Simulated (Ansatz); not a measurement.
# Li on Nb(110): change of the work function, part 4 of 4

Aim: the work function of Nb(110) at several coverages of Li (hollow site), and the dipole that each adsorbate carries.

Ansatz 0.2.0; plane-wave DFT, PBE, Ansatz PAW.

So far, work function, upper face (eV): step 2 (the clean slab) 4.49; step 3 (37 atoms, coverage 0.111 ML, cell 3x3) 3.37; step 4 (17 atoms, coverage 0.25 ML, cell 2x2) 2.48; step 5 (18 atoms, coverage 0.5 ML, cell 2x2) 2.41.

## (6) Adsorbate added, k-mesh 12×12×1, coverage 1 ML

System of this step: Li/Nb(110). The cell holds 5 atoms: 4 Nb and 1 Li. Its edges and angles: a = 2.858 Å, b = 2.858 Å, c = 27.502 Å, α = 90.0°, β = 90.0°, γ = 70.5°. Vacuum lies along c.

Another coverage, to see how the dipoles act on each other as their distance changes.

input.yaml reads:

```yaml
crystal:
  lattice:
    - [2.3334523779, -1.65, 0.0]
    - [2.3334523779, 1.65, 0.0]
    - [0.0, 0.0, 27.5015998139]
  atoms:
    - { symbol: Nb, position: [0.0, 0.0, 0.3272536893] }
    - { symbol: Nb, position: [0.5, 0.5, 0.412101567] }
    - { symbol: Nb, position: [0.0, 0.0, 0.4980102789] }
    - { symbol: Nb, position: [0.5, 0.5, 0.5798435868] }
    - { symbol: Li, position: [0.84, 0.84, 0.6727463107] }
kpoints:
  mp_grid: { grid: [12, 12, 1] }
hamiltonian:
  xc: pbe
scf:
  occupations: { method: fermi_dirac, width: 0.1 }
  convergence: { dr2_threshold: 1.0e-08 }
efield:
  axis: 3
  dipole_correction: true
  ramp_position: 0.97
  ramp_width: 0.06
relax:
  f_tol: 0.02
  max_steps: 60
  constraints: [{ sites: [0, 1] }]
output:
  write_potential: true
  write_density: true
  volumetric_format: npy
```

Command:

```sh
$ ansatz run input.yaml --threads 8 --pin off --max-ram 16384MiB --backend cpu --events-out ev --progress --plain --runs-dir out
```

Standard output:

```text
[...]
Crystal: 5 atoms, lattice volume = 211.773 Å³
Basis set: ecut = 420 eV, 4161 PW (Γ), exchange–correlation on 40×40×384 points (8 copies of the dense FFT grid, shifted against one another)
Bands: 33, of which v1, the nominal top of the filled ones, is band 28 counted from 1 (27 counted from 0)
Symmetry: 2 space group operations
[...]
F+E_penalty+E_count = -18412.29976542 eV   max|allowed force component| = 2.221e-3 eV/Å
  atoms:
    - { symbol: Nb, position: [0.0, 0.0, 0.327254] }
    - { symbol: Nb, position: [0.500000, 0.500000, 0.412102] }
    - { symbol: Nb, position: [-1.890267e-5, -1.890267e-5, 0.497681] }
    - { symbol: Nb, position: [0.499852, 0.499852, 0.580754] }
    - { symbol: Li, position: [0.999867, 0.999867, 0.668394] }
[key lines of the parts left out:]
SCF converged after 7 iterations
Free energy (F): -18412.299765 eV
Fermi energy:    4.073604 eV
Dipole field:    D = 0.044583 V/Å  (p = 0.052176 e·Å, saw-weighted, corrected)
Work function:   Φ+ = 3.2988 eV   Φ− = 4.5249 eV
```

The job ended after 16 s (8 threads of Intel Xeon at 2.60GHz (Ice Lake), shared host; peak memory 0.77 GiB).

The steps of the relaxation:

| step | energy less that of the first step (eV) | largest force component (eV/Å) |
| --- | --- | --- |
| 1 | 0.0000 | 0.2646 |
| 2 | -0.0311 | 0.1591 |
| 3 | -0.0465 | 0.1074 |
| 4 | -0.0561 | 0.0224 |
| 5 | -0.0582 | 0.0089 |
| 6 | -0.0583 | 0.0022 |

The run keeps the 2 symmetry operations that the program found, so distortions that break them were not tested.

The atoms that moved most (Å):

| atom | dx | dy | dz | length |
| --- | --- | --- | --- | --- |
| Li5 | 0.746 | 0.000 | -0.120 | 0.756 |
| Nb4 | -0.001 | 0.000 | 0.025 | 0.025 |
| Nb3 | 0.000 | 0.000 | -0.009 | 0.009 |

The relaxed structure:

```cif
data_structure
_symmetry_space_group_name_H-M 'P 1'
_symmetry_Int_Tables_number 1
_cell_length_a 2.8579
_cell_length_b 2.8579
_cell_length_c 27.5016
_cell_angle_alpha 90.000
_cell_angle_beta 90.000
_cell_angle_gamma 70.529
_cell_volume 211.77
loop_
_atom_site_label
_atom_site_type_symbol
_atom_site_fract_x
_atom_site_fract_y
_atom_site_fract_z
_atom_site_occupancy
Nb1 Nb 0.00000 0.00000 0.32725 1
Nb2 Nb 0.50000 0.50000 0.41210 1
Nb3 Nb 0.99998 0.99998 0.49768 1
Nb4 Nb 0.49985 0.49985 0.58075 1
Li5 Li 0.99987 0.99987 0.66839 1
```

Running mean over 2.333 Å of the planar mean; the ramp of the sawtooth is left out. The electron's electrostatic potential energy less the Fermi level by z:

z (Å), electron's electrostatic potential energy less the Fermi level (eV) and a bar from the least value:
```
      3.5        4.5 ##############################
      4.0        4.5 ##############################
      4.5        4.5 ##############################
      5.0        4.5 ##############################
      5.5        4.5 ##############################
      6.0        4.3 ##############################
      6.5        3.9 #############################
      7.0        2.8 ###########################
      7.5       -0.6 ####################
      8.0       -5.9 ##########
      8.5       -9.9 ###
      9.0      -11.0 #
      9.5      -11.1 #
     10.0      -11.0 #
     10.5      -10.9 #
     11.0      -10.9 #
     11.5      -10.9 #
     12.0      -10.8 #
     12.5      -10.7 #
     13.0      -10.8 #
     13.5      -10.9 #
     14.0      -11.1 #
     14.5      -11.4 
     15.0      -11.5 
     15.5      -11.3 
     16.0      -11.0 #
     16.5       -9.9 ###
     17.0       -6.9 #########
     17.5       -3.4 ###############
     18.0       -1.6 ##################
     18.5       -1.3 ###################
     19.0       -0.9 ####################
     19.5        0.3 ######################
     20.0        1.9 #########################
     20.5        2.7 ###########################
     21.0        3.0 ###########################
     21.5        3.2 ###########################
     22.0        3.3 ############################
     22.5        3.3 ############################
     23.0        3.3 ############################
     23.5        3.3 ############################
     24.0        3.3 ############################
```

The relaxation took 6 steps and lowered the energy by 0.058 eV; the largest force on the free atoms ends at 0.0022 eV/Å.

The covered face has 3.30 eV, -1.19 eV against the clean one; the bare back face has moved by -0.00 eV, a measure of how thin the slab is.

## (7) Work function against coverage

This step: plane-wave DFT, PBE, Ansatz PAW; work function against coverage (Ansatz 0.2.0).

The runs are now put side by side.

This step gave:

| Property | Result |
| --- | --- |
| work function of the clean face | 4.492 eV |
| largest change of the work function | -2.087 eV |

The work function of the covered face by coverage:

| coverage (adsorbates/nm²) | work function of the covered face (eV) |
| --- | --- |
| 0.00 | 4.49 |
| 1.44 | 3.37 |
| 3.25 | 2.48 |
| 6.49 | 2.41 |
| 12.99 | 3.30 |

The dipole per adsorbate comes from the change of the cell's dipole. Coverage, by row:

| coverage (1/nm²) | coverage (ML) | work function (eV) | change (eV) | dipole per adsorbate, positive end outwards (debye) | mean height of the added atoms over the highest substrate atom (Å) |
| --- | --- | --- | --- | --- | --- |
| 1.443 | 0.1111 | 3.37 | -1.123 | 2.063 | 2.45 |
| 3.247 | 0.25 | 2.478 | -2.014 | 1.641 | 2.389 |
| 6.493 | 0.5 | 2.406 | -2.087 | 0.849 | 2.347 |
| 12.99 | 1 | 3.299 | -1.194 | 0.243 | 2.41 |

## (8) What came out

| Item | Value |
| --- | --- |
| work function of the clean face | 4.49 eV |
| work function at 0.11 ML | 3.37 eV |
| work function at 0.25 ML | 2.48 eV |
| work function at 0.5 ML | 2.41 eV |
| work function at 1 ML | 3.30 eV |
| dipole per adsorbate at 0.11 ML, positive end outwards | 2.06 D |

**Reading.** Li lowers the work function of Nb(110) at the lowest coverage, by 1.12 eV: the adsorbate layer has its positive end outwards. The dipole per adsorbate falls from 2.06 to 0.24 D as the layer fills. Neighbouring dipoles depolarise each other, and heights and bonding change with coverage too. The work function passes a minimum near 0.5 ML among the coverages run and rises again. The slab has 4 layers, at the tabulated experimental lattice constant, one starting site was run, and quantum-size effects of a slab this thin can reach one or two tenths of an eV.

[Long decimals in the printed logs are rounded to 6 places.]

[Logs are printed without paths, hosts, clocks, repeated set-up lines and the standing remarks that a program may print on its own settings, such as how far it seeks lower states.]

[Hosts, paths, dates, database ids (printed as entryN), source tags and the programs' standing remarks are cut or masked in the printed files.]

[Maps of the electrostatic potential energy from Ansatz leave out the sawtooth potential of an applied field or a dipole correction, so their vacuum need not be flat; planar profiles and work functions include it.]
